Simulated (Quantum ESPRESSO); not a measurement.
# BP (F-43m): phonon frequency against volume, with a fit

Wanted: a fit of frequency against volume for BP (F-43m), tested on a run that is left out of it.

Main program and level: Quantum ESPRESSO 7.5; DFT LDA, scalar-relativistic, plane waves, PseudoDojo norm-conserving pseudopotentials.

### 1. Set-up

It takes space group F-43m (No. 216, cubic). Conventional cell: a = 4.487 Å, b = 4.487 Å, c = 4.487 Å, α = 90.00°, β = 90.00°, γ = 90.00°. Nearest to B lie 4 P at 1.94 Å. P has 4 B at 1.94 Å nearest. Farther neighbours are not listed.

As a file:

```
CELL_PARAMETERS angstrom
-2.24355 0.00000 2.24355
0.00000 2.24355 2.24355
-2.24355 2.24355 0.00000
ATOMIC_POSITIONS crystal
B 0.00000 0.00000 0.00000
P 0.25000 0.25000 0.25000
```

This is the cell after its relaxation at this level of theory, not the database cell from which that began.

### 2. Runs at several volumes

The relaxed cell is scaled uniformly; in this structure symmetry fixes all atoms, so nothing has to be relaxed anew. Each volume gets a ground state and a response at Γ. The mode followed is the highest one without the macroscopic field, of symmetry T2; longitudinal polar modes lie higher. Cutoff 84 Ry, k mesh 12×12×12.

From the response at V/V₀ = 0.97:

The log of the run:

```text
[banners, grids, parts of the stress and lines that vanish by symmetry left out]
Program PHONON v.7.5
     Reading xml data from directory:

[...]
Exchange-correlation= PW
                           (   1   4   0   0   0   0   0)
[...]
kinetic-energy cut-off    =      84.0000  Ry
     charge density cut-off    =     336.0000  Ry
     convergence threshold     =      1.0E-18
[...]
Exchange-correlation= PW
                           (   1   4   0   0   0   0   0)
[...]
q = (   0.0000000   0.0000000   0.0000000 )
     25 Sym.Ops. (with q -> -q+G )
     G cutoff =  299.8205  (  15353 G-vectors)     FFT grid: ( 36, 36, 36)
     number of k points=    72
[...]
Mode symmetry, T_d (-43m)  point group:
[...]
Dielectric constant
[...]
End of electric fields calculation
          Dielectric constant in cartesian axis
          (       9.148097306      -0.000000000       0.000000000 )
          (      -0.000000000       9.148097306      -0.000000000 )
          (      -0.000000000       0.000000000       9.148097306 )
          Effective charges (d Force / dE) in cartesian axis without acoustic sum rule applied (asr)
           atom    1  B     Mean Z*:       -0.74370
      Ex  (       -0.74370       -0.00000        0.00000 )
      Ey  (       -0.00000       -0.74370       -0.00000 )
      Ez  (        0.00000       -0.00000       -0.74370 )
           atom    2  P     Mean Z*:        0.73995
      Ex  (        0.73995        0.00000       -0.00000 )
      Ey  (       -0.00000        0.73995        0.00000 )
      Ez  (       -0.00000        0.00000        0.73995 )
          Effective charges Sum: Mean:       -0.00375
[...]
Effective charges (d Force / dE) in cartesian axis with asr applied:
           atom    1  B     Mean Z*:       -0.74182
[...]
atom    2  P     Mean Z*:        0.74182
[...]
Representation #   1 modes #   1   2   3
[...]
End of self-consistent calculation
     Convergence has been achieved
     Representation #   2 modes #   4   5   6
[...]
End of self-consistent calculation
     Convergence has been achieved
[...]
Dielectric constant in cartesian axis
          (       9.148097306      -0.000000000       0.000000000 )
          (      -0.000000000       9.148097306      -0.000000000 )
          (      -0.000000000       0.000000000       9.148097306 )
          Effective charges (d Force / dE) in cartesian axis without acoustic sum rule applied (asr)
           atom    1  B     Mean Z*:       -0.74370
      Ex  (       -0.74370       -0.00000        0.00000 )
      Ey  (       -0.00000       -0.74370       -0.00000 )
      Ez  (        0.00000       -0.00000       -0.74370 )
           atom    2  P     Mean Z*:        0.73995
      Ex  (        0.73995        0.00000       -0.00000 )
      Ey  (       -0.00000        0.73995        0.00000 )
      Ez  (       -0.00000        0.00000        0.73995 )
          Effective charges Sum: Mean:       -0.00375
[...]
Effective charges (d Force / dE) in cartesian axis with asr applied:
           atom    1  B     Mean Z*:       -0.74182
[...]
atom    2  P     Mean Z*:        0.74182
[...]
q = (    0.000000000   0.000000000   0.000000000 )
[...]
freq (    1) =      -0.021196 [THz] =      -0.707027 [cm-1]
     freq (    2) =      -0.021196 [THz] =      -0.707027 [cm-1]
     freq (    3) =      -0.021196 [THz] =      -0.707027 [cm-1]
     freq (    4) =      25.376468 [THz] =     846.467870 [cm-1]
     freq (    5) =      25.376468 [THz] =     846.467870 [cm-1]
     freq (    6) =      25.376468 [THz] =     846.467870 [cm-1]
[...]
Mode symmetry, T_d (-43m)  point group:
     freq (   1-   3) =         -0.7  [cm-1]   --> T_2  G_15 P_4   I+R
     freq (   4-   6) =        846.5  [cm-1]   --> T_2  G_15 P_4   I+R

   JOB DONE.
```

One volume, V/V₀ = 1, is held back as a test.

| V/V₀ | volume (Å³/atom) | pressure (GPa) | ω (cm⁻¹) |
| --- | --- | --- | --- |
| 0.97 | 10.954 | 5.62 | 846.47 |
| 1 | 11.293 | -0.01 | held back |
| 1.03 | 11.632 | -4.90 | 797.13 |

### 3. The fit

The mode Grüneisen parameter is γ = −d ln ω / d ln V.

| ln(V/V₀) | ln ω |
| --- | --- |
| -0.0305 | 6.7411 |
| 0.0296 | 6.6810 |

A straight line through these points has the slope -1.001, so γ = 1.00; at V/V₀ = 1 it predicts ω = exp(6.7106 + 0.0000) = 821.06 cm⁻¹.

A parabola of pressure against ln V through V/V₀ = 0.97, 1 and 1.03 gives the bulk modulus B = −dP/d ln V = 175 GPa at V₀. With ω₀ from the fitted line the pressure coefficient follows as dω/dP = γ ω₀ / B = 1.00 × 821.1 / 175 = 4.70 cm⁻¹/GPa.

### 4. The run that was held back

The log of the run:

```text
[banners, grids, parts of the stress and lines that vanish by symmetry left out]
[banner, memory and clock lines left out]
Program PHONON v.7.5

[...]
Exchange-correlation= PW
                           (   1   4   0   0   0   0   0)
[...]
(   8 q-points):
[...]
kinetic-energy cut-off    =      84.0000  Ry
     charge density cut-off    =     336.0000  Ry
     convergence threshold     =      1.0E-18
[...]
Exchange-correlation= PW
                           (   1   4   0   0   0   0   0)
[...]
q = (   0.0000000   0.0000000   0.0000000 )
     25 Sym.Ops. (with q -> -q+G )
     G cutoff =  305.9710  (  15905 G-vectors)     FFT grid: ( 36, 36, 36)
     number of k points=    72
[...]
Mode symmetry, T_d (-43m)  point group:
[...]
Dielectric constant
[...]
End of electric fields calculation
          Dielectric constant in cartesian axis
          (       9.159297068       0.000000000      -0.000000000 )
          (       0.000000000       9.159297068       0.000000000 )
          (      -0.000000000       0.000000000       9.159297068 )
          Effective charges (d Force / dE) in cartesian axis without acoustic sum rule applied (asr)
           atom    1  B     Mean Z*:       -0.64515
      Ex  (       -0.64515       -0.00000       -0.00000 )
      Ey  (       -0.00000       -0.64515       -0.00000 )
      Ez  (       -0.00000       -0.00000       -0.64515 )
           atom    2  P     Mean Z*:        0.64151
      Ex  (        0.64151       -0.00000       -0.00000 )
      Ey  (       -0.00000        0.64151        0.00000 )
[...]
Convergence has been achieved
[...]
q = (    0.000000000  -0.707106781   0.000000000 )
[...]
freq (    5) =      21.876528 [THz] =     729.722441 [cm-1]
     freq (    6) =      24.110792 [THz] =     804.249448 [cm-1]
[...]
Mode symmetry, D_2d (-42m) point group:
     freq (   1-   2) =        313.0  [cm-1]   --> E    X_5  W_3
     freq (   3-   3) =        536.8  [cm-1]   --> A_1  X_1  W_1
     freq (   4-   5) =        729.7  [cm-1]   --> E    X_5  W_3
     freq (   6-   6) =        804.2  [cm-1]   --> B_2  X_3  W_2
[...]
Mode symmetry, S_4 (-4)    point group:
[...]
Convergence has been achieved
[...]
Convergence has been achieved
[...]
Convergence has been achieved
[...]
Convergence has been achieved
     Representation #   5 mode #   5
[...]
End of self-consistent calculation
     Convergence has been achieved
     Representation #   6 mode #   6
[...]
End of self-consistent calculation
     Convergence has been achieved
[...]
q = (   -0.353553391  -0.707106781   0.000000000 )
[...]
freq (    1) =      11.109701 [THz] =     370.579732 [cm-1]
     freq (    2) =      12.521323 [THz] =     417.666390 [cm-1]
     freq (    3) =      13.320054 [THz] =     444.309167 [cm-1]
     freq (    4) =      20.499808 [THz] =     683.799975 [cm-1]
     freq (    5) =      21.876746 [THz] =     729.729693 [cm-1]
     freq (    6) =      24.047229 [THz] =     802.129233 [cm-1]
[...]
Mode symmetry, S_4 (-4)    point group:
     freq (   1-   1) =        370.6  [cm-1]   --> E*   W_2
     freq (   2-   2) =        417.7  [cm-1]   --> B    W_3
     freq (   3-   3) =        444.3  [cm-1]   --> A    W_1
     freq (   4-   4) =        683.8  [cm-1]   --> E    W_4
     freq (   5-   5) =        729.7  [cm-1]   --> B    W_3
     freq (   6-   6) =        802.1  [cm-1]   --> E*   W_2
```

It gives 821.16 cm⁻¹ against the predicted 821.06 cm⁻¹, a miss of 0.1 cm⁻¹.

### 5. Outcome

```
mode Grüneisen parameter : 1.001
bulk modulus             : 175 GPa
pressure coefficient     : 4.70 cm⁻¹/GPa
```

The highest optical mode of BP (F-43m) without the LO-TO term stiffens by 4.70 cm⁻¹ a GPa near the relaxed volume, with γ = 1.00. The power law meets all 3 runs within 0.02 %. Such a coefficient turns a measured shift of this mode into a hydrostatic stress; uniaxial or biaxial stress splits the mode and needs deformation potentials. These are harmonic values at zero temperature for the structure held cubic, which a run at Γ can't show to be stable; the bulk modulus rests on three points.

[Host names and launcher messages were left out of these logs when they were recorded.]

[Logs are printed without paths, hosts, clocks, repeated set-up lines and the standing remarks that a program may print on its own settings, such as how far it seeks lower states.]

[Hosts, paths, dates, database ids (printed as entryN), source tags and the programs' standing remarks are cut or masked in the printed files.]
